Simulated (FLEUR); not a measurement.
# Fixed-spin-moment curve of SiNi3 with FLEUR, part 2 of 2

How stiff is the moment of SiNi3, and are there other minima?

FLEUR MaX-R8.1; PBE; all-electron FLAPW, Dirac cores, scalar-relativistic bands.

So far. Step 2 (The free run): After 27 cycles the seed has died away: no moment is left. Step 3 (No spin polarisation): Its energy lies -0.0 meV a cell from the free run's.

The database entry behind the starting cell differs from later determinations by our own check (an axis about 0.9 % long against later determinations), so it need not match the best structure at ambient conditions.

## Step 4: Moment fixed at 0.225 μB

Two Fermi energies hold the total moment; the run starts from the free run's density.

The input, inp.xml:

```
<?xml version="1.0" encoding="UTF-8" standalone="no"?>
<fleurInput fleurInputVersion="0.39">
   <comment>
      SiNi3
   </comment>
   <calculationSetup>
      <cutoffs Kmax="4.12" Gmax="12.4" GmaxXC="12.4" numbands="0"/>
      <scfLoop itmax="120" minDistance="0.00002" maxIterBroyd="15" imix="Anderson" alpha="0.05" precondParam="0.0" spinf="2.0" sdNocoIR="T"/>
      <coreElectrons ctail="T" frcor="F" kcrel="0" coretail_lmax="0"/>
      <xcFunctional name="pbe" relativisticCorrections="F"/>
      <magnetism jspins="2" fixed_moment="-0.225"/>
      <soc l_soc="F" theta="0.0" phi="0.0" spav="F"/>
      <expertModes spex="0" secvar="F"/>
      <geometryOptimization l_f="F" forcealpha="1.0" forcemix="BFGS" epsdisp="0.00001" epsforce="0.00001"/>
      <ldaU l_linMix="F" mixParam="0.05" spinf="1.0"/>
   </calculationSetup>
   <cell>
      <bzIntegration valenceElectrons="58.0" mode="hist" fermiSmearingEnergy="0.00183747">
         <kPointListSelection listName="default-1"/>
         <xi:include xmlns:xi="http://www.w3.org/2001/XInclude" href="kpts.xml"> </xi:include>
      </bzIntegration>
      <xi:include xmlns:xi="http://www.w3.org/2001/XInclude" href="sym.xml"> </xi:include>
      <bulkLattice scale="1.0">
         <bravaisMatrix>
            <row-1>    6.6934099333331991     0.0000000000000000     0.0000000000000000</row-1>
            <row-2>    0.0000000000000000     6.6934099333331991     0.0000000000000000</row-2>
            <row-3>    0.0000000000000000     0.0000000000000000     6.6934099333331991</row-3>
         </bravaisMatrix>
      </bulkLattice>
   </cell>
   <atomSpecies>
      <species name="Silicon (Si)" element="Si" atomicNumber="14">
         <mtSphere radius="1.82" gridPoints="603" logIncrement="0.019"/>
         <atomicCutoffs lmax="8" lnonsphr="6"/>
         <electronConfig flipSpins="F">
            <coreConfig>(1s1/2) (2s1/2) (2p1/2) (2p3/2)</coreConfig>
            <valenceConfig>(3s1/2) (3p1/2) (3p3/2)</valenceConfig>
            <stateOccupation state="(3p1/2)" spinUp="0.333333" spinDown="0.333333"/>
            <stateOccupation state="(3p3/2)" spinUp="0.666667" spinDown="0.666667"/>
         </electronConfig>
         <energyParameters s="3" p="3" d="3" f="4"/>
      </species>
      <species name="Nickel (Ni1.000" element="Ni" atomicNumber="28">
         <mtSphere radius="2.31" gridPoints="763" logIncrement="0.016"/>
         <atomicCutoffs lmax="8" lnonsphr="6"/>
         <electronConfig flipSpins="F">
            <coreConfig>(1s1/2) (2s1/2) (2p1/2) (2p3/2)</coreConfig>
            <valenceConfig>(3s1/2) (3p1/2) (3p3/2) (4s1/2) (3d3/2) (3d5/2)</valenceConfig>
            <stateOccupation state="(3d3/2)" spinUp="1.6" spinDown="1.6"/>
            <stateOccupation state="(3d5/2)" spinUp="2.9" spinDown="1.9"/>
         </electronConfig>
         <energyParameters s="4" p="4" d="3" f="4"/>
         <lo type="SCLO" l="0" n="3" eDeriv="0"/>
         <lo type="SCLO" l="1" n="3" eDeriv="0"/>
      </species>
   </atomSpecies>
   <atomGroups>
      <atomGroup species="Silicon (Si)">
         <relPos label="                   1">.0000000000 .0000000000 .0000000000</relPos>
         <force calculate="T" relaxXYZ="TTT"/>
      </atomGroup>
      <atomGroup species="Nickel (Ni1.000">
         <relPos label="                   2">.0000000000 1.000/2.000 1.000/2.000</relPos>
         <relPos label="                   3">1.000/2.000 .0000000000 1.000/2.000</relPos>
         <relPos label="                   4">1.000/2.000 1.000/2.000 .0000000000</relPos>
         <force calculate="T" relaxXYZ="TTT"/>
      </atomGroup>
   </atomGroups>
   <output dos="F" band="F" slice="F">
      <bandDOS minEnergy="-.5*Htr" maxEnergy="0.5*Htr" sigma="0.015" storeEVData="T"/>
      <plotting iplot="0" polar="F">
         <plot TwoD="T" vec1="  1.0  0.0  0.0" vec2="  0.0  1.0  0.0" vec3="  0.0  0.0  1.0" zero="  0.0  0.0  0.0" file="plot"/>
      </plotting>
      <moessbauerParams electricFieldGradient="F" isomerShift="F" coreHyperfine="F" valenceHyperfine="F"/>
   </output>
</fleurInput>
```

Run with:

```sh
$ OMP_NUM_THREADS=1 mpirun -n 4 fleur_MPI > fleur.log
```

Output:

```text
[banner, memory and clock lines left out]
Welcome to FLEUR        (www.flapw.de)
      MaX-Release 8.1          (www.max-centre.eu)

 ========== k-point set info ==========
 Selected k-point list: default-1
 k-point list type: mesh
 10 x 10 x 10
 Number of k points: 56

 [... set-up left out ...]
 Iteration:     1   Distance:       3.06252370 me/bohr^3
 Iteration:     2   Distance:       2.93936935 me/bohr^3
 Iteration:     3   Distance:       0.40741676 me/bohr^3
 Iteration:     4   Distance:       0.17063312 me/bohr^3
 Iteration:     5   Distance:       0.10751376 me/bohr^3
 Iteration:     6   Distance:       0.03777738 me/bohr^3
 Iteration:     7   Distance:       0.02120752 me/bohr^3
 Iteration:     8   Distance:       0.01709963 me/bohr^3
 Iteration:     9   Distance:       0.00420625 me/bohr^3
 Iteration:    10   Distance:       0.00031290 me/bohr^3
 Iteration:    11   Distance:       0.00027425 me/bohr^3
 Iteration:    12   Distance:       0.00006656 me/bohr^3
 Iteration:    13   Distance:       0.00001295 me/bohr^3

 ********************************************************************
 Run finished successfully
 Stop message:
   all done
 ********************************************************************

--- out.xml (last complete iteration) ---
<iteration numberForCurrentRun="   13" overallNumber="   40">
         [... left out ...]
         <bandgap value="0.0063675532" units="eV"/>
         <sumValenceSingleParticleEnergies value="-23.2333516545" units="Htr"/>
         <bandgap value="0.0738781240" units="eV"/>
         <sumValenceSingleParticleEnergies value="-46.4661394814" units="Htr"/>
         <FermiEnergy value="0.3794829843" units="Htr"/>
         <FixedTotalMoment fermiEnergyUp="0.3739130526" fermiEnergyDown="0.3794829843" units="Htr"/>
         [... left out ...]
         <magneticMomentsInMTSpheres units="muBohr">
            <globalMagMoment atomType="1" vec="0.00000   0.00000   0.00306"/>
            <globalMagMoment atomType="2" vec="0.00000   0.00000  -0.08213"/>
         </magneticMomentsInMTSpheres>
         [... left out ...]
         <totalEnergy value="    -4852.6027671676" units="Htr">
            <sumOfEigenvalues value="    -2768.9380393218">
               <coreElectrons value="-2722.4718998403"/>
               <valenceElectrons value="-46.4661394814"/>
            </sumOfEigenvalues>
         [... left out ...]
            <freeEnergy value="-4852.6033982758"/>
            <extrapolationTo0K value="-4852.6030827217"/>
         </totalEnergy>
         <densityConvergence units="me/bohr^3">
            <chargeDensity spin="1" distance="0.0000063057"/>
            <chargeDensity spin="2" distance="0.0000090999"/>
            <overallChargeDensity distance="0.0000087982"/>
            <spinDensity distance="0.0000129511"/>
         </densityConvergence>
      </iteration>
```

It took 31 s on 4 MPI ranks of Intel Xeon Platinum 8175M at 2.50GHz (Skylake/Cascade Lake), shared host; peak memory 0.25 GiB; 2.1 min of CPU time.

This step gave:

* magnetization: -0.225 μB

Its energy lies +7.0 meV a cell from the free run's.

## Step 5: Moment fixed at 0.45 μB

Edit inp.xml of step 4 so:

```diff
@@ -10,3 +10,3 @@
       <xcFunctional name="pbe" relativisticCorrections="F"/>
-      <magnetism jspins="2" fixed_moment="-0.225"/>
+      <magnetism jspins="2" fixed_moment="-0.45"/>
       <soc l_soc="F" theta="0.0" phi="0.0" spav="F"/>
```

Output:

```text
[banner, memory and clock lines left out]
Welcome to FLEUR        (www.flapw.de)
      MaX-Release 8.1          (www.max-centre.eu)

 ========== k-point set info ==========
 Selected k-point list: default-1
 k-point list type: mesh
 10 x 10 x 10
 Number of k points: 56

 [... set-up left out ...]
 Iteration:     1   Distance:       5.86174900 me/bohr^3
 Iteration:     2   Distance:       5.62098593 me/bohr^3
 Iteration:     3   Distance:       1.38788253 me/bohr^3
 Iteration:     4   Distance:       0.31607355 me/bohr^3
 Iteration:     5   Distance:       0.27608754 me/bohr^3
[...]
<sumOfEigenvalues value="    -2768.9767881139">
               <coreElectrons value="-2722.4829193672"/>
               <valenceElectrons value="-46.4938687466"/>
            </sumOfEigenvalues>
         [... left out ...]
            <freeEnergy value="-4852.6023892701"/>
            <extrapolationTo0K value="-4852.6019861844"/>
         </totalEnergy>
         <densityConvergence units="me/bohr^3">
            <chargeDensity spin="1" distance="0.0000089342"/>
            <chargeDensity spin="2" distance="0.0000040327"/>
            <overallChargeDensity distance="0.0000111459"/>
            <spinDensity distance="0.0000082422"/>
         </densityConvergence>
      </iteration>
```

Wall time 36 s (4 MPI ranks); peak memory 0.25 GiB; 2.4 min of CPU time.

Read from the output:

- magnetization: -0.45 μB

Its energy lies +34.5 meV a cell from the free run's.

## Step 6: Moment fixed at 0.675 μB

Edit inp.xml of step 5 so:

```diff
@@ -10,3 +10,3 @@
       <xcFunctional name="pbe" relativisticCorrections="F"/>
-      <magnetism jspins="2" fixed_moment="-0.45"/>
+      <magnetism jspins="2" fixed_moment="-0.675"/>
       <soc l_soc="F" theta="0.0" phi="0.0" spav="F"/>
```

Output:

```text
[banner, memory and clock lines left out]
Welcome to FLEUR        (www.flapw.de)
      MaX-Release 8.1          (www.max-centre.eu)

 ========== k-point set info ==========
 Selected k-point list: default-1
 k-point list type: mesh
 10 x 10 x 10
 Number of k points: 56

 [... set-up left out ...]
 Iteration:     1   Distance:       8.61067457 me/bohr^3
 Iteration:     2   Distance:       8.25293575 me/bohr^3
 Iteration:     3   Distance:       2.27030512 me/bohr^3
 Iteration:     4   Distance:       0.45623449 me/bohr^3
 Iteration:     5   Distance:       0.43331065 me/bohr^3
[...]
<sumOfEigenvalues value="    -2769.0164946233">
               <coreElectrons value="-2722.4926575576"/>
               <valenceElectrons value="-46.5238370657"/>
            </sumOfEigenvalues>
         [... left out ...]
            <freeEnergy value="-4852.6008468066"/>
            <extrapolationTo0K value="-4852.6003394261"/>
         </totalEnergy>
         <densityConvergence units="me/bohr^3">
            <chargeDensity spin="1" distance="0.0000068578"/>
            <chargeDensity spin="2" distance="0.0000073172"/>
            <overallChargeDensity distance="0.0000109980"/>
            <spinDensity distance="0.0000089547"/>
         </densityConvergence>
      </iteration>
```

Wall time 40 s (4 MPI ranks); peak memory 0.25 GiB.

Read from the output:

```yaml
magnetization: -0.675 μB
```

Its energy lies +76.4 meV a cell from the free run's.

## Step 7: All moments

The other moments were run in the same way.

Table of energy over the lowest by total spin moment:

```
total spin moment (μB a cell)  energy over the lowest (meV a cell)
                        0.000                                    0
                        0.000                              0.00313
                        0.225                                 7.01
                        0.450                                 34.5
                        0.675                                 76.4
                        0.900                                  125
                        1.125                                  178
                        1.350                                  237
                        1.575                                  304
                        1.800                                  385
```

Table of moment, largest sphere moment by total spin moment:

```
total spin moment (μB a cell)  moment, largest sphere moment (μB)
                        0.000                                   0
                        0.000                                   0
                        0.225                              0.0821
                        0.450                               0.159
                        0.675                               0.234
                        0.900                               0.309
                        1.125                               0.384
                        1.350                               0.458
                        1.575                               0.529
                        1.800                               0.597
```

## Step 8: What came out

```yaml
moment_of_the_free_run: 8.0e-7 μB a cell
moment_of_the_lowest_point: 0 μB a cell
energy_of_the_spinless_run: 0 meV a cell over the lowest
```

**Reading.** The curve is lowest at zero moment. The free run fell to the same state without moments. Opposed orders, which also have no total moment, were not run.

[Logs and program files are shortened in this print: banners, set-up blocks, solver, clock and traceback lines can be left out without a mark of their own.]

[Logs are printed without paths, hosts, clocks, repeated set-up lines and the standing remarks that a program may print on its own settings, such as how far it seeks lower states.]

[Hosts, paths, dates, database ids (printed as entryN), source tags and the programs' standing remarks are cut or masked in the printed files.]

[Where a cell is said to come from a database of computed structures, the database is the Materials Project.]
